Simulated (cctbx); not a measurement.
**Accept or mend?**

Cell a = 5.7690 Å, b = 5.7690 Å, c = 42.5520 Å, α = 90.00°, β = 90.00°, γ = 120.00°; space group R-3m (no. 166). The compound is Sm4Cd9Co5.

Simulated single-crystal data (cctbx): Mo Kα, λ = 0.71073 Å, to d = 0.84 Å, 80 % of the full sphere, strongest reflection 70000 counts, noise from counting, a 6 % proportional error and a noise floor of 15 counts (s.d.); no absorption.

An anisotropic refinement with weights 1/σ² prints:

```text
Rint 0.048, 321 unique reflections to 0.84 A
cycle     R1     wR2    GooF  max shift (A)
   1  0.0242  0.0683   2.239   0.00038
   2  0.0150  0.0343   1.125   0.00000
final R1 0.0150 wR2 0.0343 GooF 1.125  parameters 24  data/parameter 13.4
atom        x        y        z      Ueq    occ   su(xyz)  su(Uiso or U11)
Sm1    0.00000  0.00000  0.14862   0.0072  1.000  0.00001  0.0002
Sm2    0.00000  0.00000  0.05163   0.0090  1.000  0.00001  0.0002
Cd1    0.49505  0.50495  0.10813   0.0090  1.000  0.00003  0.0002
Cd2    0.33333  0.66667  0.05695   0.0093  1.000  0.00001  0.0002
Cd3    0.33333  0.66667  0.16667   0.0116  1.000  0.00000  0.0003
Co1    0.00000  0.50000  0.00000   0.0102  1.000  0.00000  0.0005
Co2    0.00000  0.00000  0.27682   0.0093  1.000  0.00003  0.0004
difference map: max 1.12 min -0.84 rms 0.22
Q1    0.0000  0.0000  0.4362    6    1.14  1.63 A from Cd1
Q2    0.0000  0.0000  0.0398    6    0.94  0.50 A from Sm2
Q3    0.0414  0.0828  0.8543   18    0.87  0.43 A from Sm1
Q4    0.0067  0.3046  0.3782   36    0.79  1.81 A from Cd2
Q5    0.0822  0.5411  0.0057   18    0.77  0.48 A from Co1
Q6    0.0000  0.0000  0.0539    6    0.72  0.10 A from Sm2
```

Q: Accept it or mend it, and why?

Mend it. The fault: anomalous dispersion left out. Against the right model at the same level, R1 goes from 0.0130 to 0.0150 and GooF from 0.94 to 1.12. No atom is wrong: without f′ and f″ the atoms near an edge get the wrong scattering power, which U and the scale absorb. The signs are weak, and the output alone doesn't single this fault out.

The compound is Sm4Cd9Co5. The right model at the same level gives:

```text
Rint 0.048, 321 unique reflections to 0.84 A
cycle     R1     wR2    GooF  max shift (A)
   1  0.0130  0.0290   0.950   0.00030
   2  0.0130  0.0287   0.941   0.00000
final R1 0.0130 wR2 0.0287 GooF 0.941  parameters 24  data/parameter 13.4
atom        x        y        z      Ueq    occ   su(xyz)  su(Uiso or U11)
Sm1    0.00000  0.00000  0.14863   0.0076  1.000  0.00001  0.0001
Sm2    0.00000  0.00000  0.05163   0.0095  1.000  0.00001  0.0002
Cd1    0.49505  0.50495  0.10813   0.0080  1.000  0.00003  0.0001
Cd2    0.33333  0.66667  0.05695   0.0083  1.000  0.00001  0.0002
Cd3    0.33333  0.66667  0.16667   0.0106  1.000  0.00000  0.0002
Co1    0.00000  0.50000  0.00000   0.0128  1.000  0.00000  0.0004
Co2    0.00000  0.00000  0.27682   0.0120  1.000  0.00002  0.0003
difference map: max 1.07 min -0.80 rms 0.19
Q1    0.0000  0.0000  0.4360    6    1.07  1.63 A from Cd1
Q2    0.0028  0.3014  0.3780   36    0.80  1.81 A from Cd2
Q3    0.0430  0.3000  0.4876   36    0.68  1.71 A from Cd3
Q4    0.0659  0.1317  0.8975   18    0.58  2.07 A from Sm1
Q5    0.0000  0.0000  0.2308    6    0.57  1.73 A from Cd1
Q6    0.0000  0.0000  0.1920    6    0.56  1.85 A from Sm1
```

The model is made up (kin elements in a known structure type, no relaxation), so it says nothing on whether the phase exists.

[Middle refinement cycles are left out of these outputs.]

[Logs are printed without paths, hosts, clocks, repeated set-up lines and the standing remarks that a program may print on its own settings, such as how far it seeks lower states.]
